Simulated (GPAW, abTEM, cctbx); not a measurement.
# Mg3FeS4: the scripts behind a bonding study

Short scripts, each with its output. The cell comes from substitution in a known structure type and wasn't matched to any measured phase.

## Step 1: Relax the structure

```text
cell
1.0
     5.437000000    0.000000000    0.000000000
     0.000000000    5.437000000    0.000000000
     0.000000000    0.000000000    5.437000000
Fe S Mg
1 4 3
Direct
0.000000000 0.000000000 0.000000000
0.249200000 0.249200000 0.249200000
0.249200000 0.750800000 0.750800000
0.750800000 0.249200000 0.750800000
0.750800000 0.750800000 0.249200000
0.000000000 0.500000000 0.500000000
0.500000000 0.000000000 0.500000000
0.500000000 0.500000000 0.000000000
```

```python
from ase.constraints import FixSymmetry
from ase.filters import FrechetCellFilter
from ase.io import read, write
from ase.optimize import BFGS
from ase.parallel import parprint
from gpaw import GPAW, PW, FermiDirac

atoms = read("start.vasp")
atoms.set_initial_magnetic_moments([3, 0, 0, 0, 0, 0, 0, 0])
atoms.set_constraint(FixSymmetry(atoms))
atoms.calc = GPAW(mode=PW(570), xc="PBE", kpts={"size": (3, 3, 3), "gamma": True},
                 occupations=FermiDirac(0.05), maxiter=120, symmetry={"tolerance": 1e-5}, txt="relax.txt")
BFGS(FrechetCellFilter(atoms), maxstep=0.15).run(fmax=0.03, steps=40)
parprint("cell  %.4f %.4f %.4f  %.2f %.2f %.2f" % tuple(atoms.cell.cellpar()))
parprint("volume %.3f A^3, largest force %.3f eV/A, largest stress %.2f GPa" % (atoms.get_volume(), abs(atoms.get_forces()).max(), 160.218 * abs(atoms.get_stress()).max()))
atoms.set_constraint()
write("relaxed.vasp", atoms, direct=True)
```

```console
$ OMP_NUM_THREADS=1 mpirun -n 4 gpaw python run.py > gpaw.log
```

```text
      Step        Energy          fmax
BFGS:    0      -38.494360        0.941831
BFGS:    1      -38.558118        0.886755
BFGS:    2      -38.851253        0.426977
BFGS:    3      -38.870110        0.402734
BFGS:    4      -38.951387        0.227233
BFGS:    5      -38.960813        0.083144
BFGS:    6      -38.962053        0.007873
cell  5.6270 5.6270 5.6270  90.00 90.00 90.00
volume 178.165 A^3, largest force 0.004 eV/A, largest stress 0.04 GPa
```

Time: 2.3 min on 4 cores of Arm Neoverse N1 (shared host), peak memory 1.2 GiB.

## Step 2: Build the all-electron density and subtract free atoms

```text
cell
1.0
     5.626965370    0.000000000    0.000000000
     0.000000000    5.626965370    0.000000000
     0.000000000    0.000000000    5.626965370
Fe S Mg
1 4 3
Direct
0.000000000 0.000000000 0.000000000
0.242292650 0.242292650 0.242292650
0.242292650 0.757707350 0.757707350
0.757707350 0.242292650 0.757707350
0.757707350 0.757707350 0.242292650
0.000000000 0.500000000 0.500000000
0.500000000 0.000000000 0.500000000
0.500000000 0.500000000 0.000000000
```

```python
import numpy as np
from ase.io import read
from ase.units import Bohr
from gpaw import GPAW, PW, FermiDirac
from gpaw.calculator import GPAW as OldGPAW
from gpaw.mpi import serial_comm, world
from scipy.special import erfc
from scipy.spatial import cKDTree

atoms = read("cell.vasp")
atoms.set_initial_magnetic_moments([3, 0, 0, 0, 0, 0, 0, 0])
atoms.calc = GPAW(mode=PW(450), xc="PBE", kpts={"size": (4, 4, 4), "gamma": True},
                 occupations=FermiDirac(0.05), maxiter=120, symmetry={"tolerance": 1e-5}, txt="scf.txt")
atoms.get_potential_energy()
rho = atoms.calc.get_all_electron_density(gridrefinement=2)
moments = atoms.get_magnetic_moments() if atoms.calc.get_number_of_spins() == 2 else np.zeros(len(atoms))
total = atoms.get_magnetic_moment() if moments.any() else 0.0
if world.rank == 0:
    free = OldGPAW(mode=PW(450), xc="PBE", txt=None, communicator=serial_comm)
    neutral = atoms.copy()
    neutral.set_initial_magnetic_moments(None)
    free.initialize(neutral)
    free.set_positions(neutral)
    drho = rho - free.get_all_electron_density(gridrefinement=2)
    # GPAW starts from confined atoms: exchange their smooth part for that of the datasets' free atoms
    h = np.stack(np.meshgrid(*[np.fft.fftfreq(n, 1 / n) for n in drho.shape], indexing="ij"), -1)
    gabs = np.linalg.norm(h @ atoms.cell.reciprocal(), axis=-1)
    tails = np.fft.fftn(free.get_pseudo_density(gridrefinement=2))
    g, form, v0 = np.linspace(0, gabs.max(), 1500), {}, 0
    for e in set(atoms.symbols):
        idx = atoms.symbols.search(e)
        d = free.setups[idx[0]].data
        r, w = d.rgd.r_g * Bohr, d.rgd.r_g**2 * d.rgd.dr_g
        j0 = np.sinc(2 * g[:, None] * r)
        smooth = sum(f * p**2 for f, p in zip(d.f_j, d.phit_jg)) + np.sqrt(4 * np.pi) * d.nct_g
        full = sum(f * p**2 for f, p in zip(d.f_j, d.phi_jg)) + np.sqrt(4 * np.pi) * d.nc_g
        phase = sum(np.exp(-2j * np.pi * h @ s) for s in atoms.get_scaled_positions()[idx])
        tails -= np.interp(gabs, g, j0 @ (smooth * w)) * phase * drho.size / atoms.get_volume()
        form[e] = j0 @ (full * w)
        v0 += 2 * np.pi / 3 * 14.3996 * (full * w * r**2).sum() * len(idx)  # V A^3
    tails *= 0.5 * erfc((gabs - 1.8) / 0.25)  # the tails differ at long wavelengths alone
    drho += np.fft.ifftn(tails).real  # crystal minus superposed spherical free atoms
    np.save("drho.npy", drho)
    dv = atoms.get_volume() / drho.size
    print("grid", drho.shape, " electrons %.3f" % (rho.sum() * dv), " moved by bonding %.3f e" % (abs(drho).sum() * dv / 2))
    pts = np.indices(drho.shape).reshape(3, -1).T / drho.shape @ atoms.cell
    shifts = (np.indices((3, 3, 3)).reshape(3, -1).T - 1) @ atoms.cell
    images = (atoms.positions[None] + shifts[:, None]).reshape(-1, 3)
    dist, idx = cKDTree(images).query(pts, k=4)
    out = drho.ravel()[dist[:, 0] > 0.5]
    print("deformation density beyond 0.5 A of the nuclei: max %.3f, min %.3f e/A^3" % (out.max(), out.min()))
    tie = dist < dist[:, :1] + 1e-4
    q = -np.bincount((idx % len(atoms))[tie], (drho.ravel()[:, None] / tie.sum(1, keepdims=True) * tie)[tie], len(atoms)) * dv
    print("atom        x       y       z   Voronoi charge  moment")
    for a, s, c, m in zip(atoms, atoms.get_scaled_positions(), q, moments):
        print("%-2s%-3d %7.4f %7.4f %7.4f %10.3f %10.2f" % (a.symbol, a.index + 1, *s, c, m))
    np.savez("free.npz", g=g, **form)
    print("mean inner potential of superposed free atoms %.3f V" % (v0 / atoms.get_volume()))
    print("total magnetic moment %.3f muB" % total)
```

```console
$ OMP_NUM_THREADS=1 mpirun -n 4 gpaw python run.py > gpaw.log
```

```text
grid (56, 56, 56)  electrons 126.000  moved by bonding 2.045 e
deformation density beyond 0.5 A of the nuclei: max 0.529, min -0.222 e/A^3
atom        x       y       z   Voronoi charge  moment
Fe1    0.0000  0.0000  0.0000      0.159       3.21
S 2    0.2423  0.2423  0.2423     -0.317       0.05
S 3    0.2423  0.7577  0.7577     -0.317       0.05
S 4    0.7577  0.2423  0.7577     -0.317       0.05
S 5    0.7577  0.7577  0.2423     -0.317       0.05
Mg6    0.0000  0.5000  0.5000      0.370       0.01
Mg7    0.5000  0.0000  0.5000      0.370       0.01
Mg8    0.5000  0.5000  0.0000      0.370       0.01
mean inner potential of superposed free atoms 11.425 V
total magnetic moment 4.000 muB
```

Time: 39 s.

## Step 3: Fourier-transform the difference

```python
from cctbx import adptbx, crystal, miller, xray
from cctbx.eltbx import tiny_pse
import numpy as np

cs = crystal.symmetry(unit_cell=(5.627, 5.627, 5.627, 90, 90, 90), space_group_symbol='Hall: P -4 2 3')  # P-43m
atoms = [  # label, site, U (iso, or U11 U22 U33 U12 U13 U23 in A^2), occupancy
    ("Fe1", (0, 0, 0), 0.0000, 1),
    ("S1", (0.24229, 0.24229, 0.24229), 0.0000, 1),
    ("Mg1", (0, 0.5, 0.5), 0.0000, 1),
]
xs = xray.structure(crystal_symmetry=cs)
for label, site, u, occ in atoms:
    u = adptbx.u_cif_as_u_star(cs.unit_cell(), u) if isinstance(u, tuple) else u
    xs.add_scatterer(xray.scatterer(label, site=site, u=u, occupancy=occ))
xs.scattering_type_registry(table="wk1995")
drho = np.load("drho.npy")
T = np.array([[1, 0, 0], [0, 1, 0], [0, 0, 1]])  # conventional axes in terms of the primitive ones
dF = np.fft.ifftn(drho) * 178.16514  # electrons a conventional cell, indexed by primitive hkl
ms = miller.build_set(cs, anomalous_flag=False, d_min=0.9).sort("resolution")
iam = ms.structure_factors_from_scatterers(xs, algorithm="direct").f_calc()
p1 = xs.expand_to_p1()
z = np.array([tiny_pse.table(sc.scattering_type).atomic_number() for sc in p1.scatterers()])
x = np.array(p1.sites_frac())
free = np.load("free.npz")
print("static structure factors of the conventional cell: F in electrons, V (Mott-Bethe) in volts")
print("   h  k  l      d  |F| table  |F| free   |F| DFT   change   |V| free  |V| DFT  change %")
for h, d, table in list(zip(ms.indices(), ms.d_spacings().data(), iam.data()))[:16]:
    df = dF[tuple(np.rint(np.linalg.solve(T, h)).astype(int))]
    phase = np.exp(2j * np.pi * x @ h)
    f = sum(np.interp(1 / d, free["g"], free[sc.scattering_type]) * p for sc, p in zip(p1.scatterers(), phase))
    fz = (z * phase).sum()
    c = 14.3996 * d * d / (np.pi * cs.unit_cell().volume())
    v0, v1 = abs(fz - f) * c, abs(fz - f - df) * c
    print("%4d%3d%3d %7.4f %9.3f %9.3f %9.3f %8.3f %9.3f %8.3f %8s" % (h + (d, abs(table), abs(f), abs(f + df), abs(f + df) - abs(f), v0, v1, "%.1f" % (100 * (v1 / v0 - 1)) if v0 > 0.02 else "-")))
```

```console
$ python run.py
```

```text
static structure factors of the conventional cell: F in electrons, V (Mott-Bethe) in volts
   h  k  l      d  |F| table  |F| free   |F| DFT   change   |V| free  |V| DFT  change %
   0  1  0  5.6270    16.182    16.180    16.344    0.164     0.749    0.615    -17.8
   0  1  1  3.9789    12.904    12.887    13.000    0.113     0.514    0.468     -8.9
   1  1  1  3.2487    70.466    70.523    71.270    0.747     5.017    4.802     -4.3
   0  2  0  2.8135     1.284     1.163     0.594   -0.569     0.583    0.467    -19.9
   0  2  1  2.5165     9.191     9.115     9.219    0.104     0.293    0.276     -5.8
   1  2  1  2.2972    11.602    11.529    11.606    0.078     0.503    0.496     -1.5
   0  2  2  1.9894    81.727    81.626    81.525   -0.101     4.457    4.467      0.2
   1  2  2  1.8757    11.797    11.723    11.725    0.002     0.485    0.485     -0.0
   0  3  0  1.8757     4.385     4.298     4.439    0.141     0.039    0.027    -32.4
   0  3  1  1.7794     9.401     9.331     9.410    0.079     0.344    0.337     -1.9
   1  3  1  1.6966    53.401    53.316    52.994   -0.321     2.619    2.645      1.0
   2  2  2  1.6244     3.349     3.140     3.623    0.483     0.288    0.319     10.8
   0  3  2  1.5606    13.964    13.929    13.926   -0.002     0.582    0.583      0.0
   1  3  2  1.5039     9.531     9.502     9.476   -0.026     0.362    0.363      0.4
   0  4  0  1.4068    67.941    67.825    67.700   -0.125     2.901    2.907      0.2
   2  3  2  1.3647     3.459     3.447     3.448    0.001     0.068    0.068      0.5
```

Time: 0.39 s on 1 core of Arm Neoverse N1 (shared host), peak memory 0.08 GiB.

## Step 4: Propagate a plane wave with and without the bonding term

```python
import abtem
import numpy as np
from ase.build import make_supercell
from ase.io import read

abtem.config.set({"dask.lazy": False, "fft": "fftw", "diagnostics.progress_bar": False})
M = [[0, -1, 0], [1, 0, 0], [0, 0, 1]]  # rows: x, y and beam direction in the primitive cell's axes
unit = make_supercell(read("cell.vasp"), M)
unit.set_cell(list(unit.cell.lengths()) + [90, 90, 90], scale_atoms=True)
unit.positions[:, 2] += 0.7034  # keeps atomic planes off the slice boundaries
unit.wrap()
slab = unit * (1, 1, 72)
print(slab.get_chemical_formula(), "| box %.2f x %.2f x %.2f A" % tuple(slab.cell.lengths()))

# change of the potential by bonding, from the DFT deformation density (Poisson's equation term by term)
drho = np.load("drho.npy")
prim = read("cell.vasp")
h = np.stack(np.meshgrid(*[np.fft.fftfreq(n, 1 / n) for n in drho.shape], indexing="ij"), -1).reshape(-1, 3).astype(int)
g2 = ((h @ prim.cell.reciprocal()) ** 2).sum(1)
keep = (g2 > 0) & (g2 < 2.5**2)
shape = (161, 161, 32)
vg = np.zeros(shape, complex)
hm = h[keep] @ np.array(M).T
move = np.exp(-2j * np.pi * hm[:, 2] * (0.7034 / unit.cell[2, 2] - 0.5 / shape[2]))  # the same shift, sampled at mid-points
vg[tuple(hm.T % np.array(shape)[:, None])] = -14.3996 / np.pi * (np.fft.fftn(drho).ravel() / drho.size)[keep] / g2[keep] * move
dV = np.fft.ifftn(vg).real * vg.size
dV = dV.reshape(161, 161, 4, 8).mean(3) * unit.cell[2, 2] / 4  # V A, projected in each slice
dV = np.tile(dV.transpose(2, 0, 1), (72, 1, 1))


def build(atoms):
    p = abtem.Potential(atoms, gpts=(161, 161), slice_thickness=[slab.cell[2, 2] / 288] * 288,
                        parametrization="lobato", projection="infinite", exit_planes=24).build()
    p.array[:] += BONDING * dV
    return p


def potentials():
    yield build(slab)  # atoms at rest


for label, BONDING in (("IAM", 0.0), ("DFT", 1.0)):
    print("=====", label)
    potential = build(slab)
    print("grid", potential.gpts, "slices", potential.num_slices)
    thickness = potential.exit_thicknesses
    wave = abtem.PlaneWave(energy=200000)
    dp = np.mean([wave.multislice(p).diffraction_patterns(max_angle="valid").array for p in potentials()], axis=0)
    hkl = [(0, 0, 0), (1, 0, 0), (1, 1, 0), (2, 0, 0), (2, 1, 0), (2, 2, 0), (3, 0, 0)]
    nx, ny = dp.shape[-2:]
    print("intensity of each beam, fraction of the incident wave")
    print("  t (A)" + "".join("%9s" % " ".join(map(str, h)) for h in hkl) + "  diffuse    total")
    grid = np.zeros((nx, ny), bool)
    grid[nx // 2 % 1::1, ny // 2 % 1::1] = True
    for t, a in list(zip(thickness, dp))[1:]:
        idx = [np.rint(np.array(M) @ np.linalg.solve([[1, 0, 0], [0, 1, 0], [0, 0, 1]], h)).astype(int) for h in hkl]
        print("%7.1f" % t + "".join("%9.5f" % a[nx // 2 + i[0] * 1, ny // 2 + i[1] * 1] for i in idx) + "%9.4f%9.4f" % (a[~grid].sum(), a.sum()))
```

```console
$ python run.py
```

```text
Fe72Mg216S288 | box 5.63 x 5.63 x 405.14 A
===== IAM
grid (161, 161) slices 288
intensity of each beam, fraction of the incident wave
  t (A)    0 0 0    1 0 0    1 1 0    2 0 0    2 1 0    2 2 0    3 0 0  diffuse    total
   33.8  0.90426  0.00040  0.00021  0.00026  0.00010  0.01278  0.00003   0.0000   0.9996
   67.5  0.68223  0.00206  0.00135  0.00151  0.00081  0.04869  0.00044   0.0000   0.9986
  101.3  0.42199  0.00575  0.00428  0.00539  0.00275  0.08741  0.00150   0.0000   0.9969
  135.0  0.21436  0.01151  0.00926  0.01438  0.00554  0.10884  0.00267   0.0000   0.9948
  168.8  0.10036  0.01785  0.01488  0.02988  0.00771  0.09894  0.00316   0.0000   0.9927
  202.6  0.07692  0.02256  0.01853  0.05114  0.00769  0.07024  0.00256   0.0000   0.9907
  236.3  0.11715  0.02397  0.01786  0.07515  0.00528  0.04405  0.00133   0.0000   0.9891
  270.1  0.17546  0.02128  0.01275  0.09722  0.00196  0.02464  0.00036   0.0000   0.9877
  303.9  0.21993  0.01605  0.00630  0.11067  0.00013  0.01317  0.00036   0.0000   0.9864
  337.6  0.22239  0.01128  0.00199  0.11302  0.00092  0.01118  0.00113   0.0000   0.9852
  371.4  0.18208  0.00957  0.00095  0.10815  0.00307  0.01954  0.00184   0.0000   0.9840
  405.1  0.11088  0.01107  0.00179  0.10153  0.00446  0.03568  0.00206   0.0000   0.9827
===== DFT
grid (161, 161) slices 288
intensity of each beam, fraction of the incident wave
  t (A)    0 0 0    1 0 0    1 1 0    2 0 0    2 1 0    2 2 0    3 0 0  diffuse    total
   33.8  0.90484  0.00030  0.00019  0.00018  0.00009  0.01287  0.00003   0.0000   0.9996
   67.5  0.68399  0.00179  0.00126  0.00110  0.00074  0.04933  0.00042   0.0000   0.9986
  101.3  0.42488  0.00546  0.00412  0.00411  0.00249  0.08946  0.00143   0.0000   0.9969
  135.0  0.21884  0.01139  0.00905  0.01119  0.00506  0.11290  0.00257   0.0000   0.9948
  168.8  0.10851  0.01804  0.01469  0.02361  0.00717  0.10441  0.00305   0.0000   0.9927
  202.6  0.09273  0.02310  0.01849  0.04120  0.00743  0.07562  0.00252   0.0000   0.9907
  236.3  0.14517  0.02483  0.01808  0.06187  0.00547  0.04826  0.00146   0.0000   0.9890
  270.1  0.21792  0.02229  0.01323  0.08170  0.00238  0.02716  0.00064   0.0000   0.9877
  303.9  0.27601  0.01672  0.00675  0.09511  0.00024  0.01404  0.00052   0.0000   0.9864
  337.6  0.28716  0.01086  0.00204  0.10009  0.00035  0.01061  0.00098   0.0000   0.9852
  371.4  0.24837  0.00730  0.00047  0.09958  0.00200  0.01807  0.00146   0.0000   0.9840
  405.1  0.16885  0.00661  0.00092  0.09738  0.00344  0.03450  0.00167   0.0000   0.9828
```

Time: 12 s.

[Outputs are excerpts: Python notices, other lines and further rows are left out; steps that failed or that the build refused (PBEsol, TPSS) are not shown.]

[Logs are printed without paths, hosts, clocks, repeated set-up lines and the standing remarks that a program may print on its own settings, such as how far it seeks lower states.]
